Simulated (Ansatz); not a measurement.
# EuGd: relaxing a made-up structure

This structure for EuGd is made up. Its elements were placed in a known structure type with a cell scaled to their sizes. What cell does the guess relax to, and how far off was it?

Method: DFT, PBEsol, plane-wave PAW, default files, scalar-relativistic, ferromagnetic start, cell and ions relaxed at zero pressure, in Ansatz 0.2.0.

### 1. The structure

It takes space group Pm-3m (No. 221, cubic). The conventional cell has a = 4.169 Å, b = 4.169 Å, c = 4.169 Å, α = 90.00°, β = 90.00°, γ = 90.00°. Nearest to Gd lie 8 Eu at 3.61 Å. Eu has 8 Gd at 3.61 Å nearest. Farther neighbours are not listed.

### 2. Relaxation of the guess

The guess takes its coordinates from another compound and its volume from a rule, so the cell and any free coordinates are relaxed together.

input.yaml reads:

```yaml
crystal:
  lattice:
    - [4.169, 0.0, 0.0]
    - [0.0, 4.169, 0.0]
    - [0.0, 0.0, 4.169]
  atoms:
    - { symbol: Gd, position: [0.0, 0.0, 0.0], spin: 7.0 }
    - { symbol: Eu, position: [0.5, 0.5, 0.5], spin: 7.0 }
magnetization:
  spin_polarized: true
kpoints:
  mp_grid: { grid: [7, 7, 7] }
scf:
  occupations: { method: fermi_dirac, width: 0.05 }
hamiltonian:
  xc: pbesol
  pseudopotentials: { kind: paw }
relax:
  f_tol: 0.015
  max_steps: 70
  cell: {}
output:
  forces: true
  stress: true
```

Command:

```sh
ansatz run input.yaml --threads 4 --pin off --max-ram 10240MiB --backend cpu --events-out ev --progress --plain --runs-dir out
```

Numbers of over 12 decimals in the logs are rounded to 6 here.

Output:

```text
Engine: ansatz 0.2.0, x86_64-unknown-linux-gnu
Pseudopotentials: kind: paw
Pseudopotential: Gd, paw, valence charge 18, recommended cutoff 420 eV (normal), Gd.paw.azcp
Pseudopotential: Eu, paw, valence charge 17, recommended cutoff 420 eV (normal), Eu.paw.azcp
Functional definition: PBEsol
  exchange = pbesol_x
  correlation = pbesol_c
Crystal: 2 atoms, lattice volume = 72.460 Å³
Basis set: ecut = 420 eV, 1365 PW (Γ), exchange–correlation on 60×60×60 points (8 copies of the dense FFT grid, shifted against one another)
Bands: 30, of which v1, the nominal top of the filled ones, is band 18 counted from 1 (17 counted from 0)
Symmetry: 48 space group operations
Space group: Pm-3m (ITA 221), of the structure as read, at distance tolerance 4.2e-5 Å
Magnetic group: BNS 221.92 (UNI 1594), of the structure as read, at distance tolerance 4.2e-5 Å
k-points: 20 of 343
Non-local potential: Gd, projectors of the file, l = 0: 3, l = 1: 2, l = 2: 2, l = 3: 3
Non-local potential: Eu, projectors of the file, l = 0: 3, l = 1: 2, l = 2: 2, l = 3: 3
PAW form: soft (Blöchl's): semilocal exchange-correlation on the pseudo side does not see the compensation charge
PAW frozen core: Gd, regenerated for the run's functional, and the local potential with it (the file was generated under x = pbe(κ = 0.804, μ = 0.219515), c = pbe(β = 0.066725))
PAW frozen core: Eu, regenerated for the run's functional, and the local potential with it (the file was generated under x = pbe(κ = 0.804, μ = 0.219515), c = pbe(β = 0.066725))
PAW one-centre angular grid: Gd, 590 points (default); XC on 64 Gauss nodes
PAW one-centre angular grid: Eu, 590 points (default); XC on 64 Gauss nodes
Initial density: superposition of atomic densities (chi_scale 0.1, normalization cell)
Starting moments: Σ|m| = 14 μB on 2 of 2 sites
Initial wavefunctions: pseudopotential atomic-orbital guess
Functional: x = pbesol(κ = 0.804, μ = 0.123457), c = pbesol(β = 0.046)
iter 1 solved again at ethr=1.45e-3 eV; its pass at ethr=3.10e-3 eV (dr2=5.08e-1 eV) is discarded
SCF iter   1: F=—  HF=-17891.322482 eV  |F-HF|=—  |Δ(HF+E_count)|=         —  Δρ=3.06e-2 (↑3.06e-2 ↓2.39e-2)  dr2=5.09e-1  dr2_m=4.11e-1  M=14.270 μB ∫|m|=14.270 μB  β_m=0.30  ethr=1.45e-3  ⟨swp⟩=1.0  Hψ=5503  notcnv=0
Mixer restart at iter 1: flushing history
preconditioner: auto → Kerker (q_TF=auto, 2.417 Å⁻¹)  [metal: Δε(μ)=0.026 eV  Ē_g=11.369 eV  σ=0.050 eV  W_gap=0.13  n_scr=18 (ndim 8)  ℏωp=24.3 eV  f_vac=0.000  D(μ)=7.01/eV (n_scr^D=80)]
spin=Collinear: Kerker preconditioning applied to the charge; magnetization (m = ρ↑ − ρ↓) channel mixes plain (no charge-response kernel on spin).
SCF iter   2: F=—  HF=-17891.592113 eV  |F-HF|=—  |Δ(HF+E_count)|=   2.70e-1  Δρ=1.96e-2 (↑1.96e-2 ↓1.88e-2)  dr2=2.73e-1  dr2_m=2.01e-1  M=14.302 μB ∫|m|=14.302 μB  β_m=0.58  ethr=1.45e-3  ⟨swp⟩=3.0  Hψ=2065  notcnv=0  defer=4
SCF iter   3: F=—  HF=-17891.980464 eV  |F-HF|=—  |Δ(HF+E_count)|=   3.88e-1  Δρ=1.29e-2 (↑1.29e-2 ↓8.61e-3)  dr2=1.88e-1  dr2_m=4.65e-2  M=14.446 μB ∫|m|=14.446 μB  β_m=0.63  ethr=7.80e-4  ⟨swp⟩=3.9  Hψ=2770  notcnv=0  defer=7
SCF iter   4: F=—  HF=-17892.148168 eV  |F-HF|=—  |Δ(HF+E_count)|=   1.68e-1  Δρ=3.28e-3 (↑2.84e-3 ↓3.28e-3)  dr2=2.60e-2  dr2_m=2.30e-3  M=14.559 μB ∫|m|=14.559 μB  β_m=0.82  ethr=5.36e-4  ⟨swp⟩=3.8  Hψ=3118  notcnv=0  defer=16
SCF iter   5: F=—  HF=-17892.159783 eV  |F-HF|=—  |Δ(HF+E_count)|=   1.16e-2  Δρ=1.00e-3 (↑1.00e-3 ↓5.72e-4)  dr2=2.60e-3  dr2_m=8.39e-5  M=14.580 μB ∫|m|=14.580 μB  β_m=0.71  ethr=7.44e-5  ⟨swp⟩=3.3  Hψ=2796  notcnv=0  defer=26
SCF iter   6: F=—  HF=-17892.158490 eV  |F-HF|=—  |Δ(HF+E_count)|=   1.29e-3  Δρ=6.83e-4 (↑6.83e-4 ↓4.88e-4)  dr2=7.98e-4  dr2_m=8.82e-5  M=14.570 μB ∫|m|=14.570 μB  β_m=0.74  ethr=7.43e-6  ⟨swp⟩=2.0  Hψ=2169  notcnv=0  defer=26
SCF iter   7: F=—  HF=-17892.158543 eV  |F-HF|=—  |Δ(HF+E_count)|=   5.36e-5  Δρ=1.29e-4 (↑1.18e-4 ↓1.29e-4)  dr2=5.41e-5  dr2_m=1.02e-6  M=14.567 μB ∫|m|=14.567 μB  β_m=0.81  ethr=2.28e-6  ⟨swp⟩=2.1  Hψ=2177  notcnv=0  defer=26
SCF iter   8: F=—  HF=-17892.163564 eV  |F-HF|=—  |Δ(HF+E_count)|=   5.02e-3  Δρ=4.44e-5 (↑3.67e-5 ↓4.44e-5)  dr2=4.46e-6  dr2_m=2.45e-7  M=14.565 μB ∫|m|=14.565 μB  β_m=0.90  ethr=1.55e-7  ⟨swp⟩=2.0  Hψ=1788  notcnv=0  defer=26
SCF iter   9: F=—  HF=-17916.647289 eV  |F-HF|=—  |Δ(HF+E_count)|=         —  Δρ=7.12e-1 (↑7.12e-1 ↓6.66e-1)  dr2=1.33e0  dr2_m=3.15e2  M=1.020 μB ∫|m|=13.490 μB  β_m=1.00  ethr=1.27e-8  ⟨swp⟩=2.0  Hψ=1930  notcnv=0  defer=26
Mixer restart at iter 9: flushing history
SCF iter  10: F=—  HF=-17894.640534 eV  |F-HF|=—  |Δ(HF+E_count)|=    2.20e1  Δρ=1.07e-1 (↑1.27e-2 ↓1.07e-1)  dr2=5.60e0  dr2_m=2.28e0  M=0.043 μB ∫|m|=14.256 μB  β_m=0.90  ethr=1.43e-4  ⟨swp⟩=5.3  Hψ=5082  notcnv=0  defer=18
SCF iter  11: F=—  HF=-17878.618548 eV  |F-HF|=—  |Δ(HF+E_count)|=    1.60e1  Δρ=2.27e-1 (↑3.05e-2 ↓2.27e-1)  dr2=2.64e1  dr2_m=1.07e1  M=1.619 μB ∫|m|=12.519 μB  β_m=0.59  ethr=1.43e-4  ⟨swp⟩=9.3  Hψ=6408  notcnv=0  defer=103  recentre
SCF iter  12: F=—  HF=-17891.998402 eV  |F-HF|=—  |Δ(HF+E_count)|=    1.34e1  Δρ=3.11e-2 (↑1.06e-2 ↓3.11e-2)  dr2=2.46e-1  dr2_m=2.84e-1  M=0.182 μB ∫|m|=14.002 μB  β_m=0.50  ethr=1.43e-4  ⟨swp⟩=6.6  Hψ=5272  notcnv=0  defer=53
SCF iter  13: F=—  HF=-17892.020237 eV  |F-HF|=—  |Δ(HF+E_count)|=   2.18e-2  Δρ=2.20e-2 (↑7.64e-3 ↓2.20e-2)  dr2=1.26e-1  dr2_m=1.43e-1  M=0.147 μB ∫|m|=13.997 μB  β_m=0.75  ethr=1.43e-4  ⟨swp⟩=3.8  Hψ=2652  notcnv=0  defer=46
SCF iter  14: F=—  HF=-17892.108038 eV  |F-HF|=—  |Δ(HF+E_count)|=   8.78e-2  Δρ=9.00e-3 (↑2.28e-3 ↓9.00e-3)  dr2=3.73e-2  dr2_m=2.01e-2  M=0.014 μB ∫|m|=14.026 μB  β_m=0.82  ethr=1.43e-4  ⟨swp⟩=4.2  Hψ=2857  notcnv=0  defer=47
SCF iter  15: F=—  HF=-17892.124616 eV  |F-HF|=—  |Δ(HF+E_count)|=   1.66e-2  Δρ=7.20e-3 (↑1.99e-3 ↓7.20e-3)  dr2=2.14e-2  dr2_m=1.34e-2  M=-0.031 μB ∫|m|=14.032 μB  β_m=0.74  ethr=1.07e-4  ⟨swp⟩=4.2  Hψ=2385  notcnv=0  defer=50
SCF iter  16: F=—  HF=-17892.140838 eV  |F-HF|=—  |Δ(HF+E_count)|=   1.62e-2  Δρ=4.49e-3 (↑1.21e-3 ↓4.49e-3)  dr2=9.34e-3  dr2_m=5.22e-3  M=-0.077 μB ∫|m|=14.044 μB  β_m=0.76  ethr=6.11e-5  ⟨swp⟩=3.9  Hψ=2492  notcnv=0  defer=59
SCF iter  17: F=—  HF=-17892.150184 eV  |F-HF|=—  |Δ(HF+E_count)|=   9.35e-3  Δρ=1.17e-3 (↑4.38e-4 ↓1.17e-3)  dr2=5.88e-4  dr2_m=4.11e-4  M=-0.128 μB ∫|m|=14.053 μB  β_m=0.88  ethr=2.67e-5  ⟨swp⟩=4.3  Hψ=2870  notcnv=0  defer=60
[...]
spin=Collinear: Kerker preconditioning applied to the charge; magnetization (m = ρ↑ − ρ↓) channel mixes plain (no charge-response kernel on spin).
SCF iter   2: F=—  HF=-17892.197385 eV  |F-HF|=—  |Δ(HF+E_count)|=   2.07e-6  Δρ=6.18e-5 (↑6.18e-5 ↓2.99e-5)  dr2=2.74e-6  dr2_m=6.71e-7  M=14.565 μB ∫|m|=14.565 μB  β_m=0.65  ethr=1.10e-8  ⟨swp⟩=2.5  Hψ=1801  notcnv=0
SCF iter   3: F=—  HF=-17917.515242 eV  |F-HF|=—  |Δ(HF+E_count)|=         —  Δρ=7.42e-1 (↑7.42e-1 ↓7.00e-1)  dr2=9.21e-1  dr2_m=3.18e2  M=0.977 μB ∫|m|=13.561 μB  β_m=1.00  ethr=7.84e-9  ⟨swp⟩=2.0  Hψ=1794  notcnv=0
Mixer restart at iter 3: flushing history
SCF iter   4: F=—  HF=-17894.401098 eV  |F-HF|=—  |Δ(HF+E_count)|=    2.31e1  Δρ=9.99e-2 (↑1.11e-2 ↓9.99e-2)  dr2=4.59e0  dr2_m=1.78e0  M=0.078 μB ∫|m|=14.239 μB  β_m=0.65  ethr=1.43e-4  ⟨swp⟩=5.6  Hψ=5284  notcnv=0  defer=12
SCF iter   5: F=—  HF=-17893.159764 eV  |F-HF|=—  |Δ(HF+E_count)|=    1.24e0  Δρ=4.92e-2 (↑8.07e-3 ↓4.92e-2)  dr2=1.63e0  dr2_m=3.24e-1  M=0.266 μB ∫|m|=13.891 μB  β_m=0.53  ethr=1.43e-4  ⟨swp⟩=6.2  Hψ=4384  notcnv=0  defer=97
SCF iter   6: F=—  HF=-17892.186095 eV  |F-HF|=—  |Δ(HF+E_count)|=   9.74e-1  Δρ=1.11e-2 (↑4.02e-3 ↓1.11e-2)  dr2=3.66e-2  dr2_m=3.13e-2  M=0.124 μB ∫|m|=14.042 μB  β_m=0.76  ethr=1.43e-4  ⟨swp⟩=6.6  Hψ=4659  notcnv=0  defer=66
SCF iter   7: F=—  HF=-17892.198433 eV  |F-HF|=—  |Δ(HF+E_count)|=   1.23e-2  Δρ=5.55e-3 (↑1.04e-3 ↓5.55e-3)  dr2=1.54e-2  dr2_m=5.39e-3  M=0.002 μB ∫|m|=14.022 μB  β_m=0.72  ethr=1.05e-4  ⟨swp⟩=4.7  Hψ=2990  notcnv=0  defer=63
SCF iter   8: F=—  HF=-17892.196890 eV  |F-HF|=—  |Δ(HF+E_count)|=   1.54e-3  Δρ=2.62e-3 (↑6.51e-4 ↓2.62e-3)  dr2=2.90e-3  dr2_m=1.32e-3  M=-0.029 μB ∫|m|=14.029 μB  β_m=0.86  ethr=4.41e-5  ⟨swp⟩=3.1  Hψ=2210  notcnv=0  defer=64
SCF iter   9: F=—  HF=-17892.197334 eV  |F-HF|=—  |Δ(HF+E_count)|=   4.44e-4  Δρ=1.05e-3 (↑5.29e-4 ↓1.05e-3)  dr2=1.07e-3  dr2_m=1.53e-4  M=-0.072 μB ∫|m|=14.033 μB  β_m=0.79  ethr=8.28e-6  ⟨swp⟩=3.0  Hψ=2406  notcnv=0  defer=66
SCF iter  10: F=—  HF=-17892.197761 eV  |F-HF|=—  |Δ(HF+E_count)|=   4.27e-4  Δρ=3.28e-4 (↑1.42e-4 ↓3.28e-4)  dr2=8.49e-5  dr2_m=1.63e-5  M=-0.109 μB ∫|m|=14.034 μB  β_m=0.89  ethr=3.06e-6  ⟨swp⟩=2.3  Hψ=2327  notcnv=0  defer=61
SCF iter  11: F=—  HF=-17892.197799 eV  |F-HF|=—  |Δ(HF+E_count)|=   3.76e-5  Δρ=1.04e-4 (↑3.45e-5 ↓1.04e-4)  dr2=7.51e-6  dr2_m=1.64e-6  M=-0.120 μB ∫|m|=14.033 μB  β_m=0.95  ethr=2.42e-7  ⟨swp⟩=2.0  Hψ=2107  notcnv=0  defer=60
SCF iter  12: F=—  HF=-17892.197796 eV  |F-HF|=—  |Δ(HF+E_count)|=         —  Δρ=2.74e-5 (↑8.61e-6 ↓2.74e-5)  dr2=5.14e-7  dr2_m=1.08e-7  M=-0.120 μB ∫|m|=14.032 μB  ethr=2.15e-8  ⟨swp⟩=2.0  Hψ=1657  notcnv=0  defer=60
Mixer restart at iter 12: flushing history
SCF iter  13: F=—  HF=-17892.197384 eV  |F-HF|=—  |Δ(HF+E_count)|=         —  Δρ=2.52e-5 (↑2.52e-5 ↓5.94e-6)  dr2=1.95e-7  dr2_m=1.29e-7  M=14.566 μB ∫|m|=14.566 μB  β_m=0.95  ethr=7.84e-9  ⟨swp⟩=5.4  Hψ=3778  notcnv=0
SCF iter  14: F=—  HF=-17892.197385 eV  |F-HF|=—  |Δ(HF+E_count)|=   4.54e-7  Δρ=3.22e-5 (↑3.22e-5 ↓3.01e-6)  dr2=6.43e-7  dr2_m=1.51e-7  M=14.566 μB ∫|m|=14.566 μB  β_m=0.95  ethr=5.58e-10  ⟨swp⟩=2.5  Hψ=2322  notcnv=0
SCF iter  15: F=—  HF=-17892.197384 eV  |F-HF|=—  |Δ(HF+E_count)|=   5.83e-7  Δρ=7.04e-6 (↑7.04e-6 ↓1.35e-6)  dr2=3.02e-8  dr2_m=7.41e-9  M=14.566 μB ∫|m|=14.566 μB  β_m=0.97  ethr=5.58e-10  ⟨swp⟩=2.4  Hψ=1924  notcnv=0
SCF iter  16: F=—  HF=-17892.197384 eV  |F-HF|=—  |Δ(HF+E_count)|=   3.88e-8  Δρ=5.78e-6 (↑5.78e-6 ↓6.43e-7)  dr2=2.57e-8  dr2_m=4.18e-9  M=14.566 μB ∫|m|=14.566 μB  β_m=0.99  ethr=8.62e-11  ⟨swp⟩=2.3  Hψ=1771  notcnv=0
SCF iter  17: F=—  HF=-17892.197384 eV  |F-HF|=—  |Δ(HF+E_count)|=   2.11e-8  Δρ=3.72e-6 (↑3.72e-6 ↓1.18e-6)  dr2=1.60e-8  dr2_m=1.52e-9  M=14.566 μB ∫|m|=14.566 μB  β_m=0.72  ethr=7.35e-11  ⟨swp⟩=2.0  Hψ=1946  notcnv=0
SCF iter  18: F=—  HF=-17892.197384 eV  |F-HF|=—  |Δ(HF+E_count)|=   3.53e-9  Δρ=1.72e-6 (↑1.72e-6 ↓1.56e-7)  dr2=2.16e-9  dr2_m=4.82e-10  M=14.566 μB ∫|m|=14.566 μB  β_m=0.86  ethr=4.58e-11  ⟨swp⟩=2.4  Hψ=1912  notcnv=0
SCF iter  19: F=—  HF=-17892.197384 eV  |F-HF|=—  |Δ(HF+E_count)|=   4.72e-9  Δρ=2.54e-7 (↑1.97e-7 ↓2.54e-7)  dr2=9.77e-11  dr2_m=1.15e-11  M=14.566 μB ∫|m|=14.566 μB  β_m=0.93  ethr=6.17e-12  ⟨swp⟩=2.5  Hψ=1967  notcnv=0
SCF iter  20: F=—  HF=-17892.197384 eV  |F-HF|=—  |Δ(HF+E_count)|=  1.38e-10  Δρ=3.20e-7 (↑3.20e-7 ↓7.98e-8)  dr2=8.30e-11  dr2_m=1.68e-11  M=14.566 μB ∫|m|=14.566 μB  β_m=0.93  ethr=1.00e-12  ⟨swp⟩=2.5  Hψ=1770  notcnv=0
SCF iter  21: F=—  HF=-17892.197384 eV  |F-HF|=—  |Δ(HF+E_count)|=  8.73e-11  Δρ=1.10e-8 (↑6.91e-9 ↓1.10e-8)  dr2=1.31e-13  dr2_m=2.92e-14  M=14.566 μB ∫|m|=14.566 μB  β_m=0.96  ethr=1.00e-12  ⟨swp⟩=2.0  Hψ=1713  notcnv=0
SCF iter  22: F=-17892.197384 eV  HF=-17892.197384 eV  |F-HF|=7.28e-12  |Δ(HF+E_count)|=  7.28e-12  Δρ=4.85e-8 (↑4.85e-8 ↓6.77e-9)  dr2=1.82e-12  dr2_m=3.65e-13  M=14.566 μB ∫|m|=14.566 μB  ethr=1.00e-12  ⟨swp⟩=4.5  Hψ=4656  notcnv=0
SCF 5 converged in 22 iterations: F = -17892.197384 eV  dr2 = 1.82e-12
relax step   5: F+E_penalty+E_count = -17892.19738432 eV  Δ(F+E_penalty+E_count) = +1.802e-3 eV  max|allowed force component| = 5.752e-30 eV/Å  Δτ_max = 0.0000 Å  P = -0.006 GPa  Ω = 66.799 Å³  stress off target by 6.13e-3 GPa  SCF on the basis re-selected at this cell (its energy is not comparable with the rows above)  (22 SCF iters)
basis re-selected at this cell: Δ(F+E_penalty+E_count) = +1.802e-3 eV, ΔP = -0.008 GPa vs the last step (what re-selecting the basis moved, of the pressure what is left beyond the Pulay correction that the steps carried, after the strain that the cell walked since its last selection, with what the two solves' SCF thresholds leave and, on support functions, any second-order correction that the steps lacked; it is no m [...]
SCF converged after 22 iterations
Magnetization: 14.5656 μB (24.7828 up, 10.2172 down)
Absolute magnetization: 14.5656 μB (∫|ρ↑−ρ↓|, with the PAW one-centre terms)
Spin contamination: 0.0176 ħ² per cell (⟨S²⟩ above its minimum at these occupations)
Per-site moments (μB) at R_I (Å): [(7.253119, 1.449474), (6.851209, 1.449474)]
Free energy (F): -17892.197384 eV
Harris-Foulkes:  -17892.197384 eV  (|F-HF|=7.28e-12)
Internal energy: -17892.164732 eV  (E = F + TS)
E sigma→0 (E₀):  -17892.181058 eV
Entropy (-TS):   -0.032652 eV (-16.326 meV/atom)
Fermi energy:    11.865157 eV
--- Per-component energies (eV) ---
  E_band       = -37.598178
  E_kinetic    = 757.481144
  E_local      = -4057.405827  (includes V_loc(G=0)·N_el)
  E_nonlocal   = 762.393839
  E_hartree    = 1640.240199
  E_xc         = -408.013641
  E_vxc        = -455.345354  (∫ρ·V_xc dr)
  E_paw        = -12630.979295  (= ΣΔE_a)
  E_vpaw       = -325.202332  (= ΣTr[D̂ρ^β])
  E_aug_tail   = -0.000000  (compensation charges beyond the density's cutoff)
  E_ewald      = -3957.129153
  E_core_change = 1.248002  (= ΣΔE_core)
  E_smearing   = -0.032652  (= −TS)
  E_closure    = -0.000000  (closes the sum)
  Σ components = -17892.197384   (vs F -17892.197384, Δ=0.00e0)
--- Forces (eV/Å), atoms counted from 1 ---
  atom   1  Gd     0.00000000     0.00000000     0.00000000
  atom   2  Eu     0.00000000     0.00000000    -0.00000000
  max |Σ_I F_I| component: 1.16e-29 eV/Å
--- Stress (GPa, compression-positive) ---
       -0.006134      -0.000000       0.000000
       -0.000000      -0.006134      -0.000000
        0.000000      -0.000000      -0.006134
  P = ⅓ Tr σ = -0.0061 GPa (-0.061 kbar)
--- Relaxed structure (4 steps of the walk, 4 accepted, 1 SCFs on fresh bases) ---
  F+E_penalty+E_count = -17892.19738432 eV   max|allowed force component| = 5.752e-30 eV/Å   (the final SCF, on the basis selected at the relaxed cell)
  cell:  # Å, volume = 66.7986 Å³
    - [4.057475, 0, 0]
    - [0, 4.057475, 0]
    - [0, 0, 4.057475]
  atoms:
    - { symbol: Gd, position: [0, 0, 0] }
    - { symbol: Eu, position: [0.5, 0.5, 0.5] }
```

Run time: 7.8 s. Hardware: 4 threads of AMD EPYC 9R14 (Zen 4), shared host; peak memory 0.52 GiB; 26 s of CPU time.

Relaxation path:

```csv
step,energy less that of the first step (eV),largest force component (eV/Å),pressure (GPa),volume (Å³)
1,0.0000,0.0000,-1.80,72.46
2,-0.0286,0.0000,-0.83,69.15
3,-0.0356,0.0000,0.10,66.55
4,-0.0356,0.0000,0.00,66.80
5*,-0.0338,0.0000,-0.01,66.80
```

Relaxation steps marked * repeat the geometry before them on a plane-wave basis chosen anew for their cell, so energy and pressure can jump there.

The run keeps the 48 symmetry operations that it works with, so distortions that break them were not tested.

```csv
"conventional cell, symmetrised",before,after,change
a (Å),4.169,4.057,-2.7 %
b (Å),4.169,4.057,-2.7 %
c (Å),4.169,4.057,-2.7 %
volume (Å³/atom),36.23,33.40,-7.8 %
```

Final coordinates:

```cif
data_structure
_symmetry_space_group_name_H-M 'P 1'
_symmetry_Int_Tables_number 1
_cell_length_a 4.0575
_cell_length_b 4.0575
_cell_length_c 4.0575
_cell_angle_alpha 90.000
_cell_angle_beta 90.000
_cell_angle_gamma 90.000
_cell_volume 66.80
loop_
_atom_site_label
_atom_site_type_symbol
_atom_site_fract_x
_atom_site_fract_y
_atom_site_fract_z
_atom_site_occupancy
Gd1 Gd 0.00000 0.00000 0.00000 1
Eu2 Eu 0.50000 0.50000 0.50000 1
```

This step gave:

```yaml
free_energy: -17892.1974 eV
energy_at_zero_smearing: -17892.1811 eV
smearing_term_ts: 0.03265 eV
fermi_energy: 11.87 eV
magnetization: 14.57 μB
absolute_magnetization: 14.57 μB
site_moments: 7.253, 6.851 μB
electrons: 35
symmetry_operations: 48
pressure: -0.006134 GPa
```

Site moment by atom:

```csv
atom,site moment (μB)
Gd1,7.25
Eu2,6.85
```

The shortest distance of each pair, which need not be the same contact before and after:

```csv
pair,guess (Å),relaxed (Å)
Eu–Gd,3.610,3.514
Gd–Gd,4.169,4.057
Eu–Eu,4.169,4.057
```

The relaxation ends with a pressure of -0.01 GPa.

### 3. Summary of results

| Quantity | Value |
| --- | --- |
| space group, relaxed | Pm-3m |
| conventional cell | a = 4.057, b = 4.057, c = 4.057 Å; α = 90.0°, β = 90.0°, γ = 90.0° |
| volume per atom | 33.40 Å³ (guess 36.23) |
| total moment | 14.57 μB in the cell of 2 atoms |

**Reading.** EuGd relaxes to Pm-3m with a = 4.057, b = 4.057 and c = 4.057 Å. The guessed volume was 8 % too large. The space group Pm-3m was held in the relaxation, so the end point is a stationary structure within it and may be a saddle against distortions or other arrangements. The input starts from parallel moments, and no other start was typed. The f shell may be open and has no Hubbard U, so its place in energy and the volume are uncertain. Mesh and cutoff weren't tested. Spin-orbit coupling is left out, which can matter for elements this heavy. No dispersion term is used, so weakly bound directions may come out too long. Nothing here tests whether the compound is stable against decomposition.

[Logs are printed without paths, hosts, clocks, repeated set-up lines and the standing remarks that a program may print on its own settings, such as how far it seeks lower states.]

[Hosts, paths, dates, database ids (printed as entryN), source tags and the programs' standing remarks are cut or masked in the printed files.]
